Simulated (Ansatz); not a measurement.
## How fast states decay through YPPb2O6

Wanted: the relaxed cell of YPPb2O6, its band edges and its decay constants. It is built by putting P for Sb in the YSbPb2O6 structure of space group C2/m, with the volume rescaled by atomic radii. The parent structure comes from the Materials Project.

Calculated with Ansatz 0.2.0; PBE DFT, plane waves, PAW files, in the first sound run; inputs show where later runs differ.

This is a report of a sequence of runs, with most program output left out.

The structure was built from a prototype and need not be the compound's stable phase.

### 1. Set-up

Symmetry: C2/m, No. 12, monoclinic system. The conventional cell has a = 9.978 Å, b = 5.796 Å, c = 5.888 Å, α = 90.00°, β = 125.12°, γ = 90.00°. Y has 6 O at 2.21 to 2.22 Å nearest. Nearest to P lie 6 O at 1.97 to 1.98 Å. Pb has 5 O at 2.56 to 2.62 Å nearest. O has 1 P at 1.98 Å and 1 Y at 2.22 Å and 2 Pb at 2.56 to 2.62 Å nearest. Nearest to O lie 1 P at 1.97 Å and 1 Y at 2.21 Å and 1 Pb at 2.62 Å. It derives from YSbPb2O6. P for Sb in the YSbPb2O6 structure of space group C2/m. Farther neighbours and most contacts between anions are not listed.

### 2. Relaxing the new crystal

The substituted atoms don't fit the parent's cell, so cell and atoms relax together. A small smearing keeps the run stable in case the gap closes on the way.

input.yaml reads:

```yaml
crystal:
  lattice:
    - [4.9889270367, -2.8978390498, 0.0]
    - [4.9889270367, 2.8978390498, 0.0]
    - [-3.3879187867, 0.0, 4.8161617508]
  atoms:
    - { symbol: "Y", position: [0.0, 0.0, 0.0] }
    - { symbol: P, position: [0.5, 0.5, 0.5] }
    - { symbol: Pb, position: [0.245975, 0.245975, 0.72718] }
    - { symbol: Pb, position: [0.754025, 0.754025, 0.27282] }
    - { symbol: O, position: [0.693987, 0.213358, 0.685063] }
    - { symbol: O, position: [0.213358, 0.693987, 0.685063] }
    - { symbol: O, position: [0.306013, 0.786642, 0.314937] }
    - { symbol: O, position: [0.786642, 0.306013, 0.314937] }
    - { symbol: O, position: [0.733933, 0.733933, 0.808939] }
    - { symbol: O, position: [0.266067, 0.266067, 0.191061] }
kpoints:
  mp_grid: { grid: [6, 6, 4] }
scf:
  occupations: { method: gaussian, width: 0.03 }
hamiltonian:
  xc: pbe
output:
  forces: true
  stress: true
relax:
  f_tol: 0.02
  max_steps: 60
  cell: {}
```

Run with:

```console
> ansatz run input.yaml --threads 2 --pin off --max-ram 4096MiB --backend cpu --events-out ev --progress --plain --runs-dir out
```

The job ended after 96 s (2 threads of Arm Neoverse V1, shared host; peak memory 0.6 GiB; 3.2 min of CPU time).

Relaxation path:

```tsv
step	energy less that of the first step (eV)	largest force component (eV/Å)	pressure (GPa)	volume (Å³)
1	0.0000	2.4776	-9.91	139.26
2	-1.7083	1.4938	-9.32	135.26
3	-1.9813	1.8382	12.40	120.51
4	-2.5631	0.1112	-0.38	127.20
5	-2.5699	0.0626	-0.38	127.00
6	-2.5736	0.0517	-0.41	126.94
7	-2.5819	0.0063	0.02	126.53
8	-2.5828	0.0018	-0.01	126.52
9*	-2.5560	0.0031	-0.40	126.52
10	-2.5578	0.0016	0.01	126.20
11*	-2.5567	0.0016	0.00	126.20
```

Relaxation steps marked * repeat the geometry before them on a plane-wave basis chosen anew for their cell, so energy and pressure can jump there.

Forces are held to the 4 operations that the run works with; a distortion that breaks them can't arise in this run.

```tsv
cell as run	before	after	change
a (Å)	5.769	5.628	-2.4 %
b (Å)	5.769	5.628	-2.4 %
c (Å)	5.888	5.634	-4.3 %
α (°)	119.84	119.99	+0.1 %
β (°)	119.84	119.99	+0.1 %
γ (°)	60.30	59.98	-0.5 %
volume (Å³/atom)	13.93	12.62	-9.4 %
```

The atoms that moved most (Å, as changes of fractional coordinates times the final cell):

```tsv
atom	dx	dy	dz	length
O9	0.146	0.000	-0.406	0.431
O10	-0.146	0.000	0.406	0.431
O5	0.335	0.118	0.154	0.387
O6	0.335	-0.118	0.154	0.387
O7	-0.335	-0.118	-0.154	0.387
O8	-0.335	0.118	-0.154	0.387
Pb3	-0.037	0.000	0.100	0.106
Pb4	0.037	0.000	-0.100	0.106
```

Final coordinates:

```cif
data_structure
_symmetry_space_group_name_H-M 'P 1'
_symmetry_Int_Tables_number 1
_cell_length_a 5.6282
_cell_length_b 5.6282
_cell_length_c 5.6344
_cell_angle_alpha 119.991
_cell_angle_beta 119.991
_cell_angle_gamma 59.980
_cell_volume 126.20
loop_
_atom_site_label
_atom_site_type_symbol
_atom_site_fract_x
_atom_site_fract_y
_atom_site_fract_z
_atom_site_occupancy
Y1 Y 0.00000 0.00000 0.00000 1
P2 P 0.50000 0.50000 0.50000 1
Pb3 Pb 0.24944 0.24944 0.74889 1
Pb4 Pb 0.75056 0.75056 0.25111 1
O5 O 0.71845 0.27977 0.71802 1
O6 O 0.27977 0.71845 0.71802 1
O7 O 0.28155 0.72023 0.28198 1
O8 O 0.72023 0.28155 0.28198 1
O9 O 0.71913 0.71913 0.72051 1
O10 O 0.28087 0.28087 0.27949 1
```

This step gave:

| Item | Value |
| --- | --- |
| free energy | -31826.5765 eV |
| Fermi energy | 11.90 eV |
| pressure | -0.002424 GPa |

The largest force component on a free atom ends at 0.0016 eV/Å.

### 3. Band edges

The energy window and the wavevectors of the next steps follow from the band edges, so these are searched first, off the mesh as well.

input.yaml reads:

```yaml
crystal:
  lattice:
    - [4.8745731802, -2.8132326682, 0.0306480873]
    - [4.8745731802, 2.8132326682, 0.0306480873]
    - [-3.2806757421, 0.0, 4.580768801]
  atoms:
    - { symbol: "Y", position: [0.0, 0.0, 0.0] }
    - { symbol: P, position: [0.5, 0.5, 0.5] }
    - { symbol: Pb, position: [0.2494371078, 0.2494371078, 0.7488873436] }
    - { symbol: Pb, position: [0.7505628922, 0.7505628922, 0.2511126564] }
    - { symbol: O, position: [0.7184533737, 0.2797652617, 0.7180237487] }
    - { symbol: O, position: [0.2797652617, 0.7184533737, 0.7180237487] }
    - { symbol: O, position: [0.2815466263, 0.7202347383, 0.2819762513] }
    - { symbol: O, position: [0.7202347383, 0.2815466263, 0.2819762513] }
    - { symbol: O, position: [0.719128171, 0.719128171, 0.7205129382] }
    - { symbol: O, position: [0.280871829, 0.280871829, 0.2794870618] }
kpoints:
  mp_grid: { grid: [6, 6, 6] }
  band_path: { path: [VBM, CBM], npoints: 30 }
scf:
  occupations: { method: fixed }
hamiltonian:
  xc: pbe
output:
  eigenvalues: true
  write_potential: true
  write_density: true
  volumetric_format: npy
```

Wall time 33 s (2 threads); peak memory 0.59 GiB.

Numbers from this step:

```
free energy         : -31826.5773 eV
Fermi energy        : 10.66 eV
gap on the k-mesh   : 2.488 eV
gap on path         : 2.488 eV, by band count; negative where bands overlap
direct gap on path  : 2.488 eV
edge places on path : 0, 0 1/A along the path
```

Levels at VBM (eV): -7.88, -7.37, -5.36, -5.36, -5.18, -3.72, -3.56, -3.54, -3.53, -2.88, -2.88, -1.78, -1.78, -1.77, -1.71, -1.40, -1.40, -0.21, 0.00, 2.49, 4.54, 4.55, 4.56, 4.92, 4.93, 5.03, 5.29, 7.39, 7.41.

The searched edges give 2.49 eV, as on the mesh.

### 4. Decaying states in the gap, plane (001)

This step: PBE DFT, plane waves, PAW files; complex bands by layer matching along the plane's normal (Ansatz 0.2.0).

The same crystal is laid in a cell whose first two vectors span the (001) plane (indices of the standard conventional cell, whose axes can be ordered otherwise than in the bulk input). At fixed energy and wavevector in the plane the solver finds all kz, real and complex. A few wavevectors are listed, (0, 0) and (-0.5, -0.5) in units of the plane's reciprocal vectors; the slowest state needn't be among them.

input.yaml reads:

```yaml
crystal:
  lattice:
    - [5.628204069, 0.0, 0.0]
    - [2.815840498, 4.873163585, 0.0]
    - [2.811763515, -1.625403021, 4.601304572]
  atoms:
    - { symbol: "Y", position: [0.0, 0.0, 0.0] }
    - { symbol: P, position: [0.0, 0.5, 0.5] }
    - { symbol: Pb, position: [0.5005497642, 0.2494371078, 0.7488873436] }
    - { symbol: Pb, position: [0.4994502358, 0.7505628922, 0.2511126564] }
    - { symbol: O, position: [0.000429625, 0.2797652617, 0.7180237487] }
    - { symbol: O, position: [0.561741513, 0.7184533737, 0.7180237487] }
    - { symbol: O, position: [0.999570375, 0.7202347383, 0.2819762513] }
    - { symbol: O, position: [0.438258487, 0.2815466263, 0.2819762513] }
    - { symbol: O, position: [0.9986152328, 0.719128171, 0.7205129382] }
    - { symbol: O, position: [0.0013847672, 0.280871829, 0.2794870618] }
kpoints:
  mp_grid: { grid: [6, 6, 6] }
scf:
  occupations: { method: fixed }
hamiltonian:
  xc: pbe
output:
  eigenvalues: true
  transmission:
    leads: [[0, 0]]
    kpoints: [[0.0, 0.0], [-0.5, -0.5]]
    e_range: [-1.0, 3.49]
    de: 0.11
```

It took 60 s on 2 threads; peak memory 0.81 GiB; 99 s of CPU time.

Numbers from this step:

| Property | Result |
| --- | --- |
| level to which the leads are filled | 1.244 eV from the Fermi level |
| decay constant at the filling level, zone centre | 0.2696 Å⁻¹ |
| decay constant at the filling level, slowest listed point | 0.2337 Å⁻¹ |

K parallel (0, 0); values up to 1.5 1/Å, a degenerate pair printed once or twice; energies at which all values exceed this have no row. The Im kz of the slowest decaying states by energy, zero at the highest filled level on the SCF mesh:

```tsv
energy (eV)	decay 1 (Å⁻¹)	decay 2 (Å⁻¹)	decay 3 (Å⁻¹)	decay 4 (Å⁻¹)
-1.00	0.210	0.246	0.253	0.257
-0.67	0.132	0.169	0.238	0.366
-0.34	0.205	0.261	0.408	0.408
-0.01	0.237	0.280	0.336	0.337
0.21	0.249	0.290	0.455	0.458
0.54	0.260	0.297	0.497	0.505
0.87	0.266	0.296	0.507	0.510
1.20	0.270	0.286	0.516	0.517
1.53	0.269	0.520	0.521	0.543
1.86	0.255	0.520	0.520	0.531
2.19	0.235	0.513	0.514	0.517
2.41	0.217	0.502	0.506	0.507
2.74	0.180	0.481	0.488	0.489
3.07	0.119	0.452	0.461	0.461
3.40	0.0335	0.413	0.420	0.420
```

K parallel (-0.5, -0.5); values up to 1.5 1/Å, a degenerate pair printed once or twice; energies at which all values exceed this have no row. Table of Im kz of the slowest decaying states by energy, zero at the highest filled level on the SCF mesh:

```tsv
energy (eV)	decay 1 (Å⁻¹)	decay 2 (Å⁻¹)	decay 3 (Å⁻¹)	decay 4 (Å⁻¹)
-1.00	0.160	0.202	0.310	0.431
-0.78	0.123	0.150	0.345	0.465
-0.67	0.0958	0.128	0.209	0.360
-0.45	0.213	0.227	0.257	0.389
-0.34	0.265	0.268	0.403	0.521
-0.12	0.193	0.298	0.344	0.429
-0.01	0.281	0.311	0.374	0.442
0.10	0.108	0.322	0.341	0.399
0.21	0.149	0.331	0.387	0.421
0.43	0.194	0.345	0.456	0.459
0.54	0.208	0.350	0.475	0.483
0.76	0.225	0.357	0.502	0.506
0.98	0.233	0.361	0.514	0.524
1.09	0.234	0.362	0.517	0.533
1.31	0.232	0.361	0.509	0.528
1.42	0.228	0.359	0.502	0.533
1.64	0.216	0.353	0.500	0.527
1.86	0.197	0.338	0.350	0.507
1.97	0.183	0.330	0.347	0.503
2.19	0.147	0.311	0.336	0.494
2.30	0.119	0.299	0.329	0.488
2.52	0.272	0.311	0.477	0.586
2.74	0.235	0.287	0.463	0.585
2.85	0.211	0.272	0.456	0.584
3.07	0.141	0.230	0.441	0.558
3.18	0.0728	0.199	0.432	0.542
3.40	0.0651	0.413	0.507	0.568
```

K parallel (-0.5, -0.5). The Re kz of states that move upwards by energy, zero at the highest filled level on the SCF mesh:

```tsv
energy (eV)	channel 1 (Å⁻¹)	channel 2 (Å⁻¹)	channel 3 (Å⁻¹)
-1.00	-0.0898	0.0120	-
-0.78	0.0646	0.128	0.368
-0.56	0.419	0.550	-
-0.34	0.652	0.663	-
-0.12	-0.586	-	-
-0.01	-0.490	-	-
0.10	-	-	-
0.21	-	-	-
0.43	-	-	-
0.65	-	-	-
0.87	-	-	-
1.09	-	-	-
1.31	-	-	-
1.53	-	-	-
1.75	-	-	-
1.97	-	-	-
2.19	-	-	-
2.30	-	-	-
2.52	-0.403	-	-
2.74	-0.301	-	-
2.96	-0.231	-	-
3.18	-0.159	-	-
3.40	-0.0381	0.439	-
```

At the listed wavevectors the last open channel is at -0.01 eV and the next at +2.52 eV on the grid. At +1.20 eV, the grid energy nearest the filling level (the middle of the gap on the SCF mesh), the slowest state at the listed wavevectors decays with κ = 0.234 Å⁻¹, its amplitude falling by e over 4.3 Å. Through 1 nm of this crystal that state's transmission falls by exp(−2 × 0.234 Å⁻¹ × 10 Å) = 0.0093.

### 5. Decay over the two-dimensional zone

The listed points could miss the slowest state, so one energy near mid-gap is solved on a mesh of 12×12.

input.yaml: that of step 4 with these lines changed.

```diff
@@ -24,6 +24,2 @@
   eigenvalues: true
-  transmission:
-    leads: [[0, 0]]
-    kpoints: [[0.0, 0.0], [-0.5, -0.5]]
-    e_range: [-1.0, 3.49]
-    de: 0.11
+  transmission: { leads: [[0, 0]], kmesh: [12, 12], e_range: [1.24, 1.25], de: 0.05 }
```

It took 86 s on 2 threads; peak memory 0.89 GiB; 2.8 min of CPU time.

Numbers from this step:

```yaml
least_decay_constant_on_the_mesh: 0.2331 Å⁻¹
```

Slowest decay constant (1/Å; 0 where a channel is open) over k1 and k2. At 1.2400 eV from the Fermi level.

Values, 12 rows by 12 columns:
```
0.253 0.292 0.374 0.376 0.293 0.253 0.252 0.285 0.377 0.376 0.285 0.252
0.315 0.374 0.445 0.375 0.315 0.285 0.284 0.311 0.388 0.311 0.284 0.285
0.376 0.376 0.375 0.376 0.373 0.311 0.296 0.312 0.311 0.296 0.311 0.376
0.317 0.293 0.315 0.373 0.386 0.312 0.290 0.304 0.290 0.311 0.388 0.377
0.253 0.253 0.285 0.311 0.312 0.304 0.280 0.280 0.304 0.312 0.311 0.285
0.233 0.252 0.284 0.296 0.290 0.280 0.270 0.280 0.290 0.296 0.284 0.252
0.253 0.285 0.311 0.312 0.304 0.280 0.280 0.304 0.312 0.311 0.285 0.253
0.317 0.377 0.388 0.311 0.290 0.304 0.290 0.312 0.386 0.373 0.315 0.293
0.376 0.376 0.311 0.296 0.311 0.312 0.296 0.311 0.373 0.376 0.375 0.376
0.315 0.285 0.284 0.311 0.388 0.311 0.284 0.285 0.315 0.375 0.445 0.374
0.253 0.252 0.285 0.376 0.377 0.285 0.252 0.253 0.293 0.376 0.374 0.292
0.233 0.253 0.315 0.376 0.317 0.253 0.233 0.253 0.317 0.376 0.315 0.253
```
Columns: k1 (b1) from -0.5 to 0.417; rows upwards: k2 (b2) from -0.5 to 0.417.

The least value on the mesh is 0.233 Å⁻¹ at +1.24 eV. At that energy the listed points give about 0.233 Å⁻¹ by interpolation, so the mesh holds no clearly slower state.

### 6. Decaying states in the gap, plane (100)

The same for the (100) plane, at (0, 0) and (0.5, 0), to see how the decay depends on direction.

input.yaml reads:

```yaml
crystal:
  lattice:
    - [5.634383385, 0.0, 0.0]
    - [0.0, 5.626465336, 0.0]
    - [-2.813351719, 2.813232668, 3.98088622]
  atoms:
    - { symbol: "Y", position: [0.0, 0.0, 0.0] }
    - { symbol: P, position: [0.5, 0.5, 0.0] }
    - { symbol: Pb, position: [0.7488873436, 0.7505628922, 0.4988742156] }
    - { symbol: Pb, position: [0.2511126564, 0.2494371078, 0.5011257844] }
    - { symbol: O, position: [0.7180237487, 0.7202347383, 0.9982186354] }
    - { symbol: O, position: [0.7180237487, 0.2815466263, 0.9982186354] }
    - { symbol: O, position: [0.2819762513, 0.2797652617, 0.0017813646] }
    - { symbol: O, position: [0.2819762513, 0.7184533737, 0.0017813646] }
    - { symbol: O, position: [0.7205129382, 0.280871829, 0.438256342] }
    - { symbol: O, position: [0.2794870618, 0.719128171, 0.561743658] }
kpoints:
  mp_grid: { grid: [6, 6, 6] }
scf:
  occupations: { method: fixed }
hamiltonian:
  xc: pbe
output:
  eigenvalues: true
  transmission:
    leads: [[0, 0]]
    kpoints: [[0.0, 0.0], [0.5, 0.0]]
    e_range: [-1.0, 3.49]
    de: 0.09
```

It took 87 s on 2 threads; peak memory 0.97 GiB; 2.5 min of CPU time.

This step gave:

* decay constant at the filling level, zone centre: 0.1952 Å⁻¹
* decay constant at the filling level, slowest listed point: 0.1952 Å⁻¹

K parallel (0, 0); values up to 1.5 1/Å, a degenerate pair printed once or twice; energies at which all values exceed this have no row. Im kz of the slowest decaying states against energy, zero at the highest filled level on the SCF mesh:

```tsv
energy (eV)	decay 1 (Å⁻¹)	decay 2 (Å⁻¹)	decay 3 (Å⁻¹)	decay 4 (Å⁻¹)
-1.00	0.224	0.317	0.319	0.370
-0.82	0.246	0.349	0.350	0.391
-0.64	0.266	0.374	0.375	0.410
-0.46	0.283	0.394	0.395	0.427
-0.28	0.298	0.408	0.409	0.441
-0.10	0.233	0.237	0.311	0.419
-0.01	0.311	0.315	0.317	0.417
0.08	0.0726	0.323	0.400	0.402
0.26	0.124	0.333	0.489	0.497
0.44	0.153	0.342	0.474	0.476
0.62	0.172	0.350	0.475	0.476
0.80	0.185	0.357	0.477	0.479
0.98	0.192	0.363	0.479	0.481
1.16	0.195	0.369	0.480	0.482
1.25	0.195	0.371	0.481	0.482
1.43	0.192	0.375	0.480	0.481
1.61	0.185	0.379	0.478	0.479
1.79	0.173	0.381	0.475	0.476
1.97	0.156	0.384	0.471	0.472
2.15	0.131	0.385	0.465	0.466
2.33	0.0927	0.386	0.458	0.459
2.51	0.387	0.449	0.450	0.600
2.69	0.387	0.438	0.439	0.595
2.87	0.387	0.425	0.427	0.586
3.05	0.387	0.410	0.411	0.547
3.23	0.388	0.391	0.393	0.511
3.41	0.368	0.370	0.389	0.478
```

K parallel (0, 0). The Re kz of states that move upwards by energy, zero at the highest filled level on the SCF mesh:

```tsv
energy (eV)	channel 1 (Å⁻¹)	channel 2 (Å⁻¹)	channel 3 (Å⁻¹)
-1.00	-0.486	-0.485	0.448
-0.82	-0.425	-0.425	0.497
-0.55	-0.315	-0.315	0.567
-0.37	-0.207	-0.206	0.616
-0.19	0.671	-	-
-0.01	0.765	-	-
0.08	-	-	-
0.26	-	-	-
0.44	-	-	-
0.71	-	-	-
0.89	-	-	-
1.07	-	-	-
1.34	-	-	-
1.52	-	-	-
1.70	-	-	-
1.97	-	-	-
2.15	-	-	-
2.33	-	-	-
2.60	-0.707	-	-
2.78	-0.653	-	-
2.96	-0.611	-	-
3.23	-0.557	-	-
3.41	-0.525	-	-
```

K parallel (0.5, 0); values up to 1.5 1/Å, a degenerate pair printed once or twice; energies at which all values exceed this have no row. The Im kz of the slowest decaying states by energy, zero at the highest filled level on the SCF mesh:

```tsv
energy (eV)	decay 1 (Å⁻¹)	decay 2 (Å⁻¹)	decay 3 (Å⁻¹)	decay 4 (Å⁻¹)
-1.0000	0.126	0.127	0.187	0.188
-0.7300	0.0803	0.102	0.163	0.176
-0.4600	0.224	0.227	0.279	0.285
-0.2800	0.265	0.267	0.296	0.304
-0.0100	0.309	0.311	0.447	0.488
0.2600	0.326	0.328	0.494	0.516
0.5300	0.337	0.338	0.533	0.541
0.7100	0.342	0.343	0.552	0.555
0.9800	0.344	0.345	0.568	0.576
1.2500	0.343	0.343	0.585	0.593
1.5200	0.337	0.337	0.602	0.611
1.7900	0.327	0.327	0.623	0.632
1.9700	0.317	0.317	0.640	0.640
2.2400	0.297	0.297	0.637	0.642
2.5100	0.269	0.270	0.630	0.635
2.7800	0.225	0.231	0.236	0.621
2.9600	0.174	0.175	0.212	0.212
3.2300	0.147	0.147	0.600	0.606
```

At the listed wavevectors the last open channel is at -0.01 eV and the next at +2.51 eV on the grid. At +1.25 eV, the grid energy nearest the filling level (the middle of the gap on the SCF mesh), the slowest state at the listed wavevectors decays with κ = 0.195 Å⁻¹, its amplitude falling by e over 5.1 Å; the first such run, plane (001), gave 0.234 Å⁻¹.

### 7. Band edges at another level, cutoff 1240 eV

This step: PBE DFT, plane waves, norm-conserving files (Ansatz 0.2.0).

The edges again with norm-conserving files, at the same atoms. Against that run the cutoff is 1240 eV against 420.

input.yaml reads:

```yaml
crystal:
  lattice:
    - [4.8745731802, -2.8132326682, 0.0306480873]
    - [4.8745731802, 2.8132326682, 0.0306480873]
    - [-3.2806757421, 0.0, 4.580768801]
  atoms:
    - { symbol: "Y", position: [0.0, 0.0, 0.0] }
    - { symbol: P, position: [0.5, 0.5, 0.5] }
    - { symbol: Pb, position: [0.2494371078, 0.2494371078, 0.7488873436] }
    - { symbol: Pb, position: [0.7505628922, 0.7505628922, 0.2511126564] }
    - { symbol: O, position: [0.7184533737, 0.2797652617, 0.7180237487] }
    - { symbol: O, position: [0.2797652617, 0.7184533737, 0.7180237487] }
    - { symbol: O, position: [0.2815466263, 0.7202347383, 0.2819762513] }
    - { symbol: O, position: [0.7202347383, 0.2815466263, 0.2819762513] }
    - { symbol: O, position: [0.719128171, 0.719128171, 0.7205129382] }
    - { symbol: O, position: [0.280871829, 0.280871829, 0.2794870618] }
kpoints:
  mp_grid: { grid: [6, 6, 6] }
  band_path: { path: [VBM, CBM], npoints: 30 }
scf:
  occupations: { method: fixed }
hamiltonian:
  xc: pbe
  pseudopotentials: { kind: nc }
output:
  eigenvalues: true
```

Run time: 4 min. Hardware: 2 threads; peak memory 1.5 GiB; 7.9 min of CPU time.

This step gave:

```
free energy        : -8597.9863 eV
Fermi energy       : 10.89 eV
gap on the k-mesh  : 2.501 eV
gap on path        : 2.501 eV, by band count; negative where bands overlap
direct gap on path : 2.501 eV
```

Levels at VBM (eV): -7.88, -7.37, -5.34, -5.34, -5.17, -3.73, -3.56, -3.54, -3.54, -2.88, -2.88, -1.78, -1.77, -1.77, -1.71, -1.40, -1.39, -0.20, 0.00, 2.50, 4.55, 4.56, 4.57, 4.92, 4.94, 5.02, 5.29, 7.40, 7.42.

The searched edges give 2.50 eV, as on the mesh.

[end of part 1 of 2]

[Logs are printed without paths, hosts, clocks, repeated set-up lines and the standing remarks that a program may print on its own settings, such as how far it seeks lower states.]

[Hosts, paths, dates, database ids (printed as entryN), source tags and the programs' standing remarks are cut or masked in the printed files.]
